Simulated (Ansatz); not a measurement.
# ZnNi3C (Pm-3m): a soft mode frozen in, part 2 of 3

Wanted: the energy along a soft mode of ZnNi3C (Pm-3m) and the structure at the end.

Ansatz 0.2.0; DFT PBEsol, scalar-relativistic, plane waves, PAW; PAW set soft_1.

So far, highest frequency on the path or at a solved wavevector (cm⁻¹): step 2 (response at finite wavevector) 751. Also lowest frequency on the path (cm⁻¹): step 2 -48.4.

## 5. Energy along the mode, all amplitudes (two of the runs are shown above)

An imaginary frequency means negative curvature, so the energy should fall and then rise again as anharmonic terms take over.

Numbers from this step:

```yaml
depth_at_the_lowest_point_sampled: 0.232 meV/atom
largest_atomic_shift_at_that_point: 0.08 Å
```

The energy from the parent by largest atomic shift:

| largest atomic shift (Å) | energy from the parent (meV/atom) |
| --- | --- |
| 0.0000 | 0 |
| 0.0400 | -0.126 |
| 0.0800 | -0.232 |
| 0.1400 | 0.731 |
| 0.2200 | 5.92 |

Displacement at unit largest shift by atom:

| atom | x (Å) | y (Å) | z (Å) | size |
| --- | --- | --- | --- | --- |
| Zn1 | 0.153 | -0.294 | 0.000 | 0.331 |
| Zn2 | -0.153 | 0.294 | 0.000 | 0.331 |
| Ni3 | 0.000 | 0.000 | 0.000 | 0.000 |
| Ni4 | 0.000 | 0.000 | 0.000 | 0.000 |
| Ni5 | 0.461 | -0.887 | 0.000 | 1.000 |
| Ni6 | -0.461 | 0.887 | 0.000 | 1.000 |
| Ni7 | 0.000 | 0.000 | 0.000 | 0.000 |
| Ni8 | 0.000 | 0.000 | 0.000 | 0.000 |
| C9 | 0.000 | 0.000 | 0.000 | 0.000 |
| C10 | 0.000 | 0.000 | 0.000 | 0.000 |

The lowest of the steps tried is at 0.08 Å, 0.232 meV/atom below the parent; the bottom of the well need not coincide with a step.

## 6. Relaxing from the distorted cell

Starting from the lowest point found, all atoms and the cell are let go, so that strain and other modes of the same symmetry can join in.

input.yaml reads:

```yaml
crystal:
  lattice:
    - [3.7198786686, 0.0, 0.0]
    - [0.0, 3.7198786686, 0.0]
    - [0.0, 0.0, 7.4397573372]
  atoms:
    - { symbol: Zn, position: [0.0032861612, -0.0063192682, 0.0] }
    - { symbol: Zn, position: [-0.0032861612, 0.0063192682, 0.5] }
    - { symbol: Ni, position: [0.0, 0.5, 0.25] }
    - { symbol: Ni, position: [0.0, 0.5, 0.75] }
    - { symbol: Ni, position: [0.5099222246, 0.4809196216, 0.0] }
    - { symbol: Ni, position: [0.4900777754, 0.5190803784, 0.5] }
    - { symbol: Ni, position: [0.5, 0.0, 0.25] }
    - { symbol: Ni, position: [0.5, 0.0, 0.75] }
    - { symbol: C, position: [0.5, 0.5, 0.25] }
    - { symbol: C, position: [0.5, 0.5, 0.75] }
kpoints:
  mp_grid: { grid: [10, 10, 6] }
hamiltonian:
  xc: pbesol
  pseudopotentials: { kind: paw, azcp: { folder: soft_1 }, xc_functional: pbe }
scf:
  occupations: { method: methfessel_paxton, width: 0.2 }
output:
  forces: true
  stress: true
  eigenvalues: true
relax:
  adjacent_minimum: "off"
  f_tol: 0.002
  max_steps: 120
  cell: { stress_tol: 0.03 }
```

The run is started by

```sh
$ ansatz run input.yaml --threads 4 --pin off --max-ram 10240MiB --backend cpu --events-out ev --progress --plain --runs-dir out
```

Numbers of over 12 decimals in the logs are rounded to 6 here.

Log:

```text
[...]
Crystal: 10 atoms, lattice volume = 102.948 Å³
Basis set: ecut = 420 eV, 2041 PW (Γ), exchange–correlation on 50×50×100 points (8 copies of the dense FFT grid, shifted against one another)
Bands: 84, of which v1, the nominal top of the filled ones, is band 70 counted from 1 (69 counted from 0)
Symmetry: 4 space group operations
[...]
k-points: 208 of 600
[...]
SCF iter   1: F=—  HF=-41888.044634 eV  |F-HF|=—  |Δ(HF+E_count)|=         —  Δρ=7.30e-2  dr2=6.79e0  ethr=3.10e-3  ⟨swp⟩=5.1  Hψ=63122  notcnv=0  defer=33
[...]
SCF iter  11: F=-41886.028320 eV  HF=-41886.028320 eV  |F-HF|=1.60e-9  |Δ(HF+E_count)|=   1.35e-8  S|Δr|=    0.00e0  Δρ=2.88e-6  dr2=4.86e-9  ethr=7.14e-11  ⟨swp⟩=4.0  Hψ=60501  notcnv=0
SCF 1 converged in 11 iterations: F = -41886.028320 eV  dr2 = 4.86e-9
[...]
relax step   1: F+E_penalty+E_count = -41886.02831969 eV  Δ(F+E_penalty+E_count) = +0.000e0 eV  max|allowed force component| = 3.017e-2 eV/Å  Δτ_max = 0.0000 Å  P = +0.008 GPa  Ω = 102.948 Å³  (11 SCF iters, dr2 threshold 1.00e-7 eV, accepted)
[...]
SCF iter   4: F=-41886.028474 eV  HF=-41886.028475 eV  |F-HF|=1.38e-7  |Δ(HF+E_count)|=   4.21e-7  S|Δr|=    0.00e0  Δρ=1.58e-5  dr2=1.96e-7  ethr=1.43e-10  ⟨swp⟩=3.9  Hψ=76591  notcnv=0
SCF 2 converged in 4 iterations: F = -41886.028474 eV  dr2 = 1.96e-7
[...]
relax step   2: F+E_penalty+E_count = -41886.02847439 eV  Δ(F+E_penalty+E_count) = -1.547e-4 eV  max|allowed force component| = 2.614e-2 eV/Å  Δτ_max = 0.0011 Å  P = +0.004 GPa  Ω = 102.948 Å³  energy of the carried Pulay correction = -7.611e-7 eV  (4 SCF iters, dr2 threshold 2.01e-7 eV, accepted)
Crystal: 10 atoms, lattice volume = 102.944 Å³
[...]
SCF iter   5: F=-41886.028792 eV  HF=-41886.028792 eV  |F-HF|=8.24e-8  |Δ(HF+E_count)|=   2.63e-7  S|Δr|=    0.00e0  Δρ=1.02e-5  dr2=8.51e-8  ethr=7.26e-11  ⟨swp⟩=3.5  Hψ=81049  notcnv=0
SCF 3 converged in 5 iterations: F = -41886.028792 eV  dr2 = 8.51e-8
relax step   3: F+E_penalty+E_count = -41886.02879175 eV  Δ(F+E_penalty+E_count) = -3.174e-4 eV  max|allowed force component| = 9.408e-3 eV/Å  Δτ_max = 0.0067 Å  P = +0.007 GPa  Ω = 102.944 Å³  energy of the carried Pulay correction = +3.395e-6 eV  (5 SCF iters, dr2 threshold 1.02e-7 eV, accepted)
[...]
relax step   4: F+E_penalty+E_count = -41886.02898468 eV  Δ(F+E_penalty+E_count) = -1.929e-4 eV  max|allowed force component| = 1.919e-3 eV/Å  Δτ_max = 0.0149 Å  P = -0.006 GPa  Ω = 102.950 Å³  energy of the carried Pulay correction = -2.762e-6 eV  (7 SCF iters, dr2 threshold 1.28e-8 eV, accepted)
[...]
relax step   5: F+E_penalty+E_count = -41886.02900308 eV  Δ(F+E_penalty+E_count) = -1.840e-5 eV  max|allowed force component| = 1.950e-3 eV/Å  Δτ_max = 0.0027 Å  P = +0.024 GPa  Ω = 102.936 Å³  energy of the carried Pulay correction = +1.187e-5 eV  (9 SCF iters, accepted)
[...]
relax step   6: F+E_penalty+E_count = -41886.02899122 eV  Δ(F+E_penalty+E_count) = +1.187e-5 eV  max|allowed force component| = 1.470e-3 eV/Å  Δτ_max = 0.0036 Å  P = +0.003 GPa  Ω = 102.945 Å³  energy of the carried Pulay correction = +2.483e-6 eV  (7 SCF iters, dr2 threshold 3.19e-9 eV, accepted)
[...]
relax step   7: F+E_penalty+E_count = -41886.02898689 eV  Δ(F+E_penalty+E_count) = +4.331e-6 eV  max|allowed force component| = 3.045e-4 eV/Å  Δτ_max = 0.0025 Å  P = -0.016 GPa  Ω = 102.955 Å³  energy of the carried Pulay correction = -7.203e-6 eV  (9 SCF iters, accepted)
[...]
SCF iter   5: F=-41886.028992 eV  HF=-41886.028992 eV  |F-HF|=5.09e-11  |Δ(HF+E_count)|=  7.28e-12  S|Δr|=    0.00e0  Δρ=1.38e-7  dr2=1.39e-11  ethr=1.00e-12  ⟨swp⟩=6.5  Hψ=76685  notcnv=0
SCF 8 converged in 5 iterations: F = -41886.028992 eV  dr2 = 1.39e-11
[...]
relax step   8: F+E_penalty+E_count = -41886.02899231 eV  Δ(F+E_penalty+E_count) = -5.429e-6 eV  max|allowed force component| = 3.001e-4 eV/Å  Δτ_max = 0.0000 Å  P = -0.016 GPa  Ω = 102.955 Å³  stress off target by 2.00e-2 GPa  SCF on the basis re-selected at this cell (its energy is not comparable with the rows above)  (5 SCF iters)
basis re-selected at this cell: Δ(F+E_penalty+E_count) = -5.429e-6 eV, ΔP = +0.000 GPa vs the last step (what re-selecting the basis moved, of the pressure what is left beyond the Pulay correction that the steps carried, after the strain that the cell walked since its last selection, with what the two solves' SCF thresholds leave and, on support functions, any second-order correction that the steps lacked; it is no m [...]
SCF converged after 5 iterations
[...]
Free energy (F): -41886.028992 eV
[...]
Internal energy: -41886.016482 eV  (E = F + TS)
E sigma→0 (E₀):  -41886.025865 eV
Entropy (-TS):   -0.012511 eV (-1.251 meV/atom)
Fermi energy:    16.027646 eV
[...]
--- Forces (eV/Å), atoms counted from 1 ---
  atom   1  Zn     0.00015693     0.00015994     0.00000000
  atom   2  Zn    -0.00015693    -0.00015994     0.00000000
  atom   3  Ni     0.00000000    -0.00000000     0.00000000
  atom   4  Ni     0.00000000    -0.00000000     0.00000000
  atom   5  Ni    -0.00030009    -0.00017222     0.00000000
  atom   6  Ni     0.00030009     0.00017222     0.00000000
  atom   7  Ni     0.00000000     0.00000000     0.00000000
  atom   8  Ni     0.00000000     0.00000000     0.00000000
  atom   9  C      0.00000000     0.00000000     0.00000000
  atom  10  C      0.00000000     0.00000000     0.00000000
  max |Σ_I F_I| component: 2.71e-20 eV/Å
--- Stress (GPa, compression-positive) ---
       -0.017186      -0.000283      -0.000000
       -0.000283      -0.010569      -0.000000
       -0.000000      -0.000000      -0.019980
  P = ⅓ Tr σ = -0.0159 GPa (-0.159 kbar)
--- Band table (eV; the first three rows and the last of 208) ---
  k-point 0: bands = [... 66 lower, 15.2457, 15.2465, 15.2570, 15.5541, 16.2008, 16.2172, 18.9258, 19.2211, ... 10 higher]
  k-point 1: bands = [... 66 lower, 15.2466, 15.2835, 15.3087, 15.5268, 16.1234, 16.1416, 18.9379, 19.2000, ... 10 higher]
  k-point 2: bands = [... 66 lower, 15.2464, 15.4359, 15.4462, 15.4627, 15.9228, 15.9438, 18.9815, 19.1404, ... 10 higher]
  k-point 207: bands = [... 66 lower, 15.4604, 15.4604, 15.8011, 15.8011, 15.8061, 15.8061, 17.4616, 17.4616, ... 10 higher]
--- Relaxed structure (7 steps of the walk, 7 accepted, 1 SCFs on fresh bases) ---
  F+E_penalty+E_count = -41886.02899231 eV   max|allowed force component| = 3.001e-4 eV/Å   (the final SCF, on the basis selected at the relaxed cell)
  cell:  # Å, volume = 102.9546 Å³
    - [3.721690, -0.00179467, 0.0]
    - [-0.00179467, 3.721587, 0.0]
    - [0.0, 0.0, 7.433229]
  atoms:
    - { symbol: Zn, position: [0.00507985, -0.00503954, 0] }
    - { symbol: Zn, position: [-0.00507985, 0.00503954, 0.500000] }
    - { symbol: Ni, position: [0, 0.5, 0.250000] }
    - { symbol: Ni, position: [0, 0.5, 0.750000] }
    - { symbol: Ni, position: [0.513811, 0.486343, 0] }
    - { symbol: Ni, position: [0.486189, 0.513657, 0.500000] }
    - { symbol: Ni, position: [0.500000, 0, 0.250000] }
    - { symbol: Ni, position: [0.500000, 0, 0.750000] }
    - { symbol: C, position: [0.500000, 0.500000, 0.250000] }
    - { symbol: C, position: [0.500000, 0.500000, 0.750000] }
```

Wall time 3 min (4 threads of Intel Xeon Platinum 8375C at 2.90GHz (Ice Lake), shared host); peak memory 1.5 GiB.

The steps of the relaxation:

| step | energy less that of the first step (eV) | largest force component (eV/Å) | pressure (GPa) | volume (Å³) |
| --- | --- | --- | --- | --- |
| 1 | 0.0000 | 0.0302 | 0.01 | 102.95 |
| 2 | -0.0002 | 0.0261 | 0.00 | 102.95 |
| 3 | -0.0005 | 0.0094 | 0.01 | 102.94 |
| 4 | -0.0007 | 0.0019 | -0.01 | 102.95 |
| 5 | -0.0007 | 0.0019 | 0.02 | 102.94 |
| 6 | -0.0007 | 0.0015 | 0.00 | 102.95 |
| 7 | -0.0007 | 0.0003 | -0.02 | 102.95 |
| 8* | -0.0007 | 0.0003 | -0.02 | 102.95 |

Relaxation steps marked * repeat the geometry before them on a plane-wave basis chosen anew for their cell, so energy and pressure can jump there.

Forces are held to the 4 operations that the run works with; a distortion that breaks them can't arise in this run.

| cell as run | before | after | change |
| --- | --- | --- | --- |
| a (Å) | 3.720 | 3.722 | +0.0 % |
| b (Å) | 3.720 | 3.722 | +0.0 % |
| c (Å) | 7.440 | 7.433 | -0.1 % |
| γ (°) | 90.00 | 90.06 | +0.1 % |
| volume (Å³/atom) | 10.29 | 10.30 | +0.0 % |

The atoms that moved most (Å, as changes of fractional coordinates times the final cell):

| atom | dx | dy | dz | length |
| --- | --- | --- | --- | --- |
| Ni5 | 0.014 | 0.020 | 0.000 | 0.025 |
| Ni6 | -0.014 | -0.020 | 0.000 | 0.025 |
| Zn2 | -0.007 | -0.005 | 0.000 | 0.008 |
| Zn1 | 0.007 | 0.005 | 0.000 | 0.008 |

Numbers from this step:

| Property | Result |
| --- | --- |
| pressure | -0.01591 GPa |
| volume per atom | 10.30 Å³ |

The distorted start has space group P2_1/m; the relaxation ends in Cmcm.

## 7. The new phase in its own primitive cell

The relaxed structure is symmetrised, reduced to its primitive cell and relaxed tightly, as its phonons need.

input.yaml, the sections that differ from step 6:

```yaml
crystal:
  lattice:
    - [2.630326944, -2.6328649867, 0.0]
    - [2.630326944, 2.6328649867, 0.0]
    - [0.0, 0.0, 7.4332287947]
  atoms:
    - { symbol: Zn, position: [0.0050798515, 0.9949201485, 0.25] }
    - { symbol: Zn, position: [0.9949201485, 0.0050798515, 0.75] }
    - { symbol: Ni, position: [0.0, 0.5, 0.5] }
    - { symbol: Ni, position: [0.0, 0.5, 0.0] }
    - { symbol: Ni, position: [0.5137543326, 0.4862456674, 0.25] }
    - { symbol: Ni, position: [0.4862456674, 0.5137543326, 0.75] }
    - { symbol: Ni, position: [0.5, 0.0, 0.5] }
    - { symbol: Ni, position: [0.5, 0.0, 0.0] }
    - { symbol: C, position: [0.5, 0.5, 0.5] }
    - { symbol: C, position: [0.5, 0.5, 0.0] }
relax:
  adjacent_minimum: "off"
  f_tol: 0.001
  max_steps: 60
  cell: { stress_tol: 0.01 }
# kpoints, hamiltonian, scf, output: as in step 6
```

Log:

```text
[...]
Crystal: 10 atoms, lattice volume = 102.955 Å³
Basis set: ecut = 420 eV, 2041 PW (Γ), exchange–correlation on 50×50×100 points (8 copies of the dense FFT grid, shifted against one another)
Bands: 84, of which v1, the nominal top of the filled ones, is band 70 counted from 1 (69 counted from 0)
Symmetry: 8 space group operations
[...]
k-points: 124 of 600
[...]
- { symbol: Zn, position: [0.994934, 0.00506624, 0.75] }
    - { symbol: Ni, position: [0.0, 0.5, 0.500000] }
    - { symbol: Ni, position: [0.0, 0.5, 0] }
    - { symbol: Ni, position: [0.513748, 0.486252, 0.250000] }
    - { symbol: Ni, position: [0.486252, 0.513748, 0.75] }
    - { symbol: Ni, position: [0.5, 0.0, 0.500000] }
    - { symbol: Ni, position: [0.5, 0.0, 0] }
    - { symbol: C, position: [0.5, 0.5, 0.500000] }
    - { symbol: C, position: [0.5, 0.5, 0.0] }
[key lines of the parts left out:]
SCF converged after 8 iterations
Free energy (F): -41886.028996 eV
Fermi energy:    16.029197 eV
P = ⅓ Tr σ = 0.0003 GPa (0.003 kbar)
```

Elapsed: 51 s, on 4 threads; peak memory 1.1 GiB.

Little changed from the start: no atom moved by 0.005 Å and no cell edge by 0.1 %.

This step gave:

```
pressure        : 2.85e-4 GPa
volume per atom : 10.29 Å³
```

The largest force component left is 0.12 meV/Å and the pressure is 0.000 GPa, within the tolerances set. The cell now holds 10.29 Å³/atom.

[end of part 2 of 3]

[Logs are printed without paths, hosts, clocks, repeated set-up lines and the standing remarks that a program may print on its own settings, such as how far it seeks lower states.]

[Hosts, paths, dates, database ids (printed as entryN), source tags and the programs' standing remarks are cut or masked in the printed files.]
